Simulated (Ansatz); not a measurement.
# 1T-SnCl2 monolayer in a perpendicular field

What dipole does a perpendicular field induce in the 1T-SnCl2 monolayer, and does the gap follow? A positive field points along +c.

Method: plane-wave DFT, PBE-D3(BJ), Ansatz PAW, in Ansatz 0.2.0.

This is a report of a sequence of runs, with most program output left out.

### Step 1. The structure

The cell holds 3 atoms: 2 Cl and 1 Sn. Its edges and angles: a = 3.284 Å, b = 3.284 Å, c = 36.612 Å, α = 90.0°, β = 90.0°, γ = 120.0°. Vacuum lies along c.

### Step 2. Relaxation

The starting cell is a guess, so the in-plane lattice and the atoms are relaxed first, with the slab cut off from its images along the normal.

The input, input.yaml:

```yaml
crystal:
  lattice:
    - [3.284153, 0.0, 0.0]
    - [-1.6420765, 2.8441599279, 0.0]
    - [0.0, 0.0, 36.6119316774]
  atoms:
    - { symbol: Cl, position: [0.6666666667, 0.3333333333, 0.4615981519] }
    - { symbol: Sn, position: [0.0, 0.0, 0.5] }
    - { symbol: Cl, position: [0.3333333333, 0.6666666667, 0.5384018481] }
  periodic: [true, true, false]
kpoints:
  mp_grid: { grid: [12, 12, 1] }
hamiltonian:
  xc: pbe
  dispersion: d3bj
scf:
  occupations: { method: fermi_dirac, width: 0.05 }
  convergence: { dr2_threshold: 1.0e-09 }
relax:
  f_tol: 0.004
  max_steps: 90
  cell: {}
output:
  write_potential: true
  write_density: true
  volumetric_format: npy
```

Command:

```bash
$ ansatz run input.yaml --threads 2 --pin off --max-ram 3072MiB --backend cpu --events-out ev --progress --plain --runs-dir out
```

The job ended after 61 s (2 threads of Intel Xeon Platinum 8488C (Sapphire Rapids), shared host; peak memory 0.8 GiB; 2 min of CPU time).

Step by step:

| step | energy less that of the first step (eV) | largest force component (eV/Å) | volume (Å³) |
| --- | --- | --- | --- |
| 1 | 0.0000 | 7.4437 | 341.98 |
| 2 | -2.9241 | 4.4532 | 352.78 |
| 3 | -4.4193 | 1.8181 | 361.45 |
| 4 | -5.1168 | 0.5453 | 395.91 |
| 5 | -5.4371 | 0.0696 | 432.39 |
| 6 | -5.6263 | 0.1004 | 471.70 |
| 7 | -5.7136 | 0.0590 | 512.72 |
| 8 | -5.7169 | 0.0411 | 523.01 |
| 9 | -5.7173 | 0.0021 | 522.47 |
| 10* | -5.7871 | 0.0009 | 522.47 |
| 11 | -5.8118 | 0.0018 | 542.51 |
| 12 | -5.8212 | 0.0250 | 561.68 |
| 13 | -5.8218 | 0.0045 | 567.07 |
| 14 | -5.8218 | 0.0003 | 567.32 |
| 15* | -5.8226 | 0.0008 | 567.32 |

Relaxation steps marked * repeat the geometry before them on a plane-wave basis chosen anew for their cell, so energy and pressure can jump there.

The run keeps the 12 symmetry operations that it works with, so distortions that break them were not tested.

| cell as run | before | after | change |
| --- | --- | --- | --- |
| a (Å) | 3.284 | 4.230 | +28.8 % |
| b (Å) | 3.284 | 4.230 | +28.8 % |

The atoms that moved most (Å, along periodic axes as changes of fractional coordinates times the final cell, across vacuum about the mean position):

| atom | dx | dy | dz | length |
| --- | --- | --- | --- | --- |
| Cl1 | 0.000 | 0.000 | -0.112 | 0.112 |
| Cl3 | 0.000 | 0.000 | 0.112 | 0.112 |

Final coordinates:

```xyz
3
Lattice="4.2300 0.0000 0.0000 -2.1150 3.6633 0.0000 0.0000 0.0000 36.6119" Properties=species:S:1:pos:R:3
Cl    2.1150    1.2211   16.7884
Sn    0.0000    0.0000   18.3060
Cl    0.0000    2.4422   19.8236
```

This step gave:

| Quantity | Value |
| --- | --- |
| gap on the k-mesh | 2.415 eV |

The lattice constant a goes from 3.284 to 4.230 Å.

### Step 3. Single point, field 0

A sawtooth potential applies the field, turning back in the middle of the vacuum. With the dipole correction the typed value is the field outside the slab. The induced dipole is small, so the SCF threshold is tight.

The cell differs from the one that the last finished run ended in (c 36.612 → 21.035 Å).

The input, input.yaml:

```yaml
crystal:
  lattice:
    - [4.2299864955, 0.0, 0.0]
    - [-2.1149932478, 3.6632757628, 0.0]
    - [0.0, 0.0, 21.035198072]
  atoms:
    - { symbol: Cl, position: [0.6666666667, 0.3333333333, 0.4278543025] }
    - { symbol: Sn, position: [0.0, 0.0, 0.5] }
    - { symbol: Cl, position: [0.3333333333, 0.6666666667, 0.5721456975] }
kpoints:
  mp_grid: { grid: [18, 18, 1] }
  band_path:
    path: [[0, 0, 0], [0.5, 0, 0], [0.33333333, 0.33333333, 0], [0, 0, 0]]
    npoints: 16
hamiltonian:
  xc: pbe
  dispersion: d3bj
scf:
  occupations: { method: fermi_dirac, width: 0.02585 }
  convergence: { dr2_threshold: 1.0e-10 }
efield:
  axis: 3
  dipole_correction: true
  ramp_position: 0.97
  ramp_width: 0.06
  amplitude: 0
output:
  dos: { projected: true, e_range: [-6, 5] }
  write_potential: true
  write_density: true
  volumetric_format: npy
  elf: true
```

Wall time 13 s (2 threads); peak memory 0.65 GiB.

This step gave:

```yaml
dipole_along_the_normal: 6.37e-8 e·Å
gap_along_the_path: 2.415 eV
smallest_direct_gap_along_the_path: 3.142 eV
ionisation_energy_upper_face: 6.753 eV
electron_affinity_upper_face: 4.338 eV
gap_the_smaller_of_path_and_mesh: 2.415 eV
```

Running mean over a fixed 2.8 Å (it still follows the layers) of the planar mean; the ramp of the sawtooth is left out. Table of electron's electrostatic potential energy less the Fermi level by z:

| z (Å) | electron's electrostatic potential energy less the Fermi level (eV) |
| --- | --- |
| 2.92 | 5.52 |
| 3.36 | 5.52 |
| 3.80 | 5.52 |
| 4.09 | 5.52 |
| 4.53 | 5.52 |
| 4.97 | 5.52 |
| 5.40 | 5.52 |
| 5.84 | 5.51 |
| 6.14 | 5.49 |
| 6.57 | 5.42 |
| 7.01 | 5.07 |
| 7.45 | 4.05 |
| 7.89 | 2.62 |
| 8.33 | 1.27 |
| 8.62 | 0.418 |
| 9.06 | -0.657 |
| 9.50 | -1.55 |
| 9.93 | -2.27 |
| 10.37 | -2.40 |
| 10.66 | -2.40 |
| 11.10 | -2.27 |
| 11.54 | -1.55 |
| 11.98 | -0.657 |
| 12.42 | 0.418 |
| 12.71 | 1.27 |
| 13.15 | 2.62 |
| 13.59 | 4.05 |
| 14.02 | 5.07 |
| 14.46 | 5.42 |
| 14.90 | 5.49 |
| 15.19 | 5.51 |
| 15.63 | 5.52 |
| 16.07 | 5.52 |
| 16.51 | 5.52 |
| 16.95 | 5.52 |
| 17.24 | 5.52 |
| 17.68 | 5.52 |
| 18.11 | 5.52 |

The density of states has structure finer than the step of the table below, so its rows give means over 0.25 eV, whole bins alone (the curve runs from -6 to 3.15 eV). Peaks (eV: height): -3.710: 8.80, -3.160: 21.9, -3.020: 48.3, -1.480: 8.87.

Table of density of states by energy, zero at the Fermi level of the run, which the smearing sets inside the gap; means over each step:

energy (eV), density of states (states/eV a cell) and a bar:
```
    -5.25        0.0 
    -5.00        0.1 
    -4.75        3.6 ##########
    -4.50        3.1 #########
    -4.25        3.2 #########
    -4.00        4.5 ############
    -3.75        5.1 ##############
    -3.50        3.0 ########
    -3.25        8.0 ######################
    -3.00       10.8 ##############################
    -2.75        0.0 
    -2.50        0.0 
    -2.25        0.0 
    -2.00        0.1 
    -1.75        0.6 ##
    -1.50        5.5 ###############
    -1.25        1.7 #####
    -1.00        0.0 
    -0.75        0.0 
    -0.50        0.0 
    -0.25        0.0 
     0.00        0.0 
     0.25        0.0 
     0.50        0.0 
     0.75        0.0 
     1.00        0.0 
     1.25        0.2 #
     1.50        0.4 #
     1.75        0.5 ##
     2.00        2.0 ######
     2.25        2.1 ######
     2.50        1.5 ####
     2.75        3.5 ##########
     3.00        2.8 ########
```

Projected DOS per atom over height of the atomic layer and energy from the Fermi level. Layers: Cl Sn Cl from below.

Ten even steps from '0' (0.0 states/eV) to '9' (2.9 states/eV), each cell a mean:
```
171
050
060
010
000
000
000
000
000
000
111
333
000
000
808
909
616
525
424
101
000
000
```
Columns: height of the atomic layer (Å) from 9 to 12.0; rows upwards: energy from the Fermi level (eV) from -5.96 to 3.13.

Electronic bands along the path, in eV, zero at the Fermi level of the run, which the smearing sets inside the gap:

| point | band 11 | band 12 | band 13 | band 14 | band 15 | band 16 | band 17 | band 18 |
| --- | --- | --- | --- | --- | --- | --- | --- | --- |
| Γ | -3.20 | -3.20 | -3.03 | -1.96 | 1.18 | 2.90 | 2.90 | 5.01 |
| halfway | -3.58 | -3.09 | -3.02 | -1.50 | 1.96 | 2.90 | 3.30 | 5.65 |
| M | -3.69 | -3.12 | -3.04 | -1.61 | 2.10 | 3.58 | 3.70 | 5.63 |
| halfway | -3.88 | -3.16 | -3.02 | -1.39 | 2.54 | 3.39 | 3.63 | 6.03 |
| K | -4.16 | -3.09 | -3.09 | -1.24 | 3.15 | 3.15 | 3.48 | 6.80 |
| halfway | -3.48 | -3.24 | -2.98 | -1.42 | 2.38 | 2.64 | 3.43 | 5.93 |
| Γ | -3.20 | -3.20 | -3.03 | -1.96 | 1.18 | 2.90 | 2.90 | 5.01 |

Valence density in the ca plane at fractional y = 0.000, with atoms of Sn within 0.2 Å of it. It is the smooth field of the valence electrons, not physical close to the nuclei.

Ten steps, logarithmic in the rise over the least value, from '0' (0 e/Å³) to '9' (14 e/Å³), each cell a mean:
```
00000000000000000000024798631000000000000000
00000000000000000000013565321000000000000000
00000000000000000000011222211000000000000000
00000000000000000001111111111100000000000000
00000000000000000001111000111110000000000000
00000000000000000011211000112110000000000000
00000000000000000001111101111110000000000000
00000000000000000000111111111100000000000000
00000000000000000000012344211000000000000000
00000000000000000000013687521000000000000000
00000000000000000000025899631000000000000000
```
Columns run along c (16.0 Å, from fractional 0.08 to 0.84 of the cell), rows up along a (4.2 Å). Atoms in or near the plane, at fractional coordinates: Sn at (0.50, 0.00).

ELF in the ca plane at fractional y = 0.000, with atoms of Sn within 0.2 Å of it. It is the smooth field of the valence electrons, not physical close to the nuclei.

Values, 6 rows by 16 columns, each cell a mean:
```
0.00 0.00 0.00 0.00 0.00 0.00 0.01 0.17 0.24 0.25 0.16 0.01 0.00 0.00 0.00 0.00
0.00 0.00 0.00 0.00 0.00 0.02 0.17 0.24 0.25 0.25 0.25 0.17 0.02 0.00 0.00 0.00
0.00 0.00 0.00 0.00 0.00 0.07 0.45 0.63 0.19 0.20 0.64 0.44 0.07 0.00 0.00 0.00
0.00 0.00 0.00 0.00 0.00 0.06 0.40 0.55 0.18 0.19 0.56 0.39 0.06 0.00 0.00 0.00
0.00 0.00 0.00 0.00 0.00 0.01 0.09 0.17 0.29 0.29 0.17 0.09 0.01 0.00 0.00 0.00
0.00 0.00 0.00 0.00 0.00 0.00 0.01 0.20 0.19 0.20 0.19 0.01 0.00 0.00 0.00 0.00
```
Columns run along c (16.0 Å, from fractional 0.08 to 0.84 of the cell), rows up along a (4.2 Å). Atoms in or near the plane, at fractional coordinates: Sn at (0.50, 0.00).

Electrostatic potential energy in the ca plane at fractional y = 0.000, with atoms of Sn within 0.2 Å of it. With pseudopotentials it is smooth inside the atoms' cores, unlike the true potential.

Ten even steps from '0' (-16 eV) to '9' (3 eV), each cell a mean:
```
99999999999999999998730599116899999999999999
99999999999999999998751020047899999999999999
99999999999999999999875211468899999999999999
99999999999999999999887766788899999999999999
99999999999999999998888888888899999999999999
99999999999999999998888888888899999999999999
99999999999999999998888777888899999999999999
99999999999999999999887545678899999999999999
99999999999999999999863000257899999999999999
99999999999999999998740275026899999999999999
99999999999999999998730799215899999999999999
```
Columns run along c (16.0 Å, from fractional 0.08 to 0.84 of the cell; values clipped at the 3rd and 97th percentile), rows up along a (4.2 Å). Atoms in or near the plane, at fractional coordinates: Sn at (0.50, 0.00).

The gap is 2.42 eV, with the valence edge 6.75 eV and the conduction edge 4.34 eV under the upper vacuum level.

### Step 4. Atoms held, field 0.1 V/Å

Edit input.yaml of step 3 so:

```diff
@@ -25,5 +25,4 @@
   ramp_width: 0.06
-  amplitude: 0
+  amplitude: 0.1
 output:
-  dos: { projected: true, e_range: [-6, 5] }
   write_potential: true
@@ -31,2 +30 @@
   volumetric_format: npy
-  elf: true
```

Wall time 13 s (2 threads); peak memory 0.64 GiB.

The dipole is 0.0354 e·Å, and the gap 2.415 eV.

### Step 5. Atoms held, field -0.1 V/Å

Edit input.yaml of step 4 so:

```diff
@@ -25,3 +25,3 @@
   ramp_width: 0.06
-  amplitude: 0.1
+  amplitude: -0.1
 output:
```

Run time: 13 s. Hardware: 2 threads; peak memory 0.62 GiB; 25 s of CPU time.

The dipole is -0.0354 e·Å, and the gap 2.415 eV.

### Step 6. Response, atoms held

This step: plane-wave DFT, PBE-D3(BJ), Ansatz PAW; response to a field along the normal, atoms held (Ansatz 0.2.0).

The dipoles give the slope, and the difference of two potentials shows where the field is screened.

This step gave:

* equivalent conductor thickness p/(ε₀AE): 4.133 Å
* distance between the outer atoms: 3.035 Å

Dipole of the cell against applied field:

| applied field (V/Å) | dipole of the cell (e·Å) |
| --- | --- |
| -0.1000 | -0.0354 |
| 0.0000 | 6.4e-8 |
| 0.1000 | 0.0354 |

Local field over the applied field, running mean. From the potentials at -0.1 and 0.1 V/Å; running mean over 2.5 Å. The local field over applied field by z:

| z (Å) | local field over applied field |
| --- | --- |
| 4.09 | 1.000 |
| 4.38 | 1.000 |
| 4.82 | 0.999 |
| 5.11 | 0.998 |
| 5.55 | 0.995 |
| 5.84 | 0.990 |
| 6.14 | 0.981 |
| 6.57 | 0.951 |
| 6.87 | 0.913 |
| 7.16 | 0.857 |
| 7.60 | 0.745 |
| 7.89 | 0.657 |
| 8.33 | 0.515 |
| 8.62 | 0.420 |
| 8.91 | 0.333 |
| 9.35 | 0.229 |
| 9.64 | 0.182 |
| 9.93 | 0.150 |
| 10.37 | 0.126 |
| 10.66 | 0.126 |
| 11.10 | 0.150 |
| 11.39 | 0.182 |
| 11.69 | 0.229 |
| 12.12 | 0.333 |
| 12.42 | 0.420 |
| 12.71 | 0.515 |
| 13.15 | 0.657 |
| 13.44 | 0.745 |
| 13.88 | 0.857 |
| 14.17 | 0.913 |
| 14.46 | 0.951 |
| 14.90 | 0.981 |
| 15.19 | 0.990 |
| 15.48 | 0.995 |
| 15.92 | 0.998 |
| 16.21 | 0.999 |
| 16.65 | 1.000 |
| 16.95 | 1.000 |

Electrons, planar mean, per unit field. Induced electron density against z:

z (Å), induced electron density (e/Å³ per V/Å) and a bar from the least value:
```
     4.09    0.00000 ###############
     4.38    0.00000 ###############
     4.82    0.00000 ###############
     5.11    0.00001 ###############
     5.55    0.00002 ###############
     5.84    0.00004 ###############
     6.14    0.00008 ###############
     6.57    0.00022 ################
     6.87    0.00043 #################
     7.16    0.00079 ###################
     7.60    0.00179 ########################
     7.89    0.00266 #############################
     8.33    0.00295 ##############################
     8.62    0.00209 ##########################
     8.91    0.00156 #######################
     9.35    0.00099 ####################
     9.64    0.00052 ##################
     9.93   -0.00013 ##############
    10.37   -0.00024 ##############
    10.66    0.00024 ################
    11.10    0.00013 ################
    11.39   -0.00052 ############
    11.69   -0.00099 ##########
    12.12   -0.00156 #######
    12.42   -0.00209 ####
    12.71   -0.00295 
    13.15   -0.00266 #
    13.44   -0.00179 ######
    13.88   -0.00079 ###########
    14.17   -0.00043 #############
    14.46   -0.00022 ##############
    14.90   -0.00008 ###############
    15.19   -0.00004 ###############
    15.48   -0.00002 ###############
    15.92   -0.00001 ###############
    16.21    0.00000 ###############
    16.65    0.00000 ###############
    16.95    0.00000 ###############
```

The smaller of the gaps on the path and on the k-mesh, counted as 0 under 0.03 eV. The gap stays at 2.42 eV for applied field from -0.1 to 0.1 V/Å.

By hand: between -0.1 and 0.1 V/Å the dipole changes by 0.07079 e·Å, a slope of 0.3539 e·Å²/V. A perfect conductor of thickness t has p = ε₀AEt, so t = 180.95 × 0.3539 / 15.496 = 4.13 Å (e/ε₀ = 180.95 V·Å, A in Å²).

The induced dipole is that of a conductor 4.13 Å thick.

### Step 7. Results

```json
{
 "gap without field": "2.42 eV",
 "ionisation energy, upper face": "6.75 eV",
 "electron affinity, upper face": "4.34 eV",
 "equivalent conductor thickness, atoms held": "4.13 Å"
}
```

In words: The induced dipole equals that of a perfect conductor 4.13 Å thick, while the outer atoms lie 3.04 Å apart; an out-of-plane ε follows only once a thickness t is chosen, by 1 − 1/ε = 4.13 Å / t. The gap stays within 0.01 eV of 2.42 eV over the fields run, up to 0.1 V/Å in size. Semilocal functionals give gaps that are too small, and excitons are not included. Spin-orbit coupling is left out, which matters for the bands of elements this heavy.

[Logs are printed without paths, hosts, clocks, repeated set-up lines and the standing remarks that a program may print on its own settings, such as how far it seeks lower states.]

[Hosts, paths, dates, database ids (printed as entryN), source tags and the programs' standing remarks are cut or masked in the printed files.]

[Maps of the electrostatic potential energy from Ansatz leave out the sawtooth potential of an applied field or a dipole correction, so their vacuum need not be flat; planar profiles and work functions include it.]

[The density of states shown here was stored with 400 of the rows of the run's finer table, so its peaks can read low, often by over a quarter, or be missed, and its means over a window can be off by a tenth or more.]
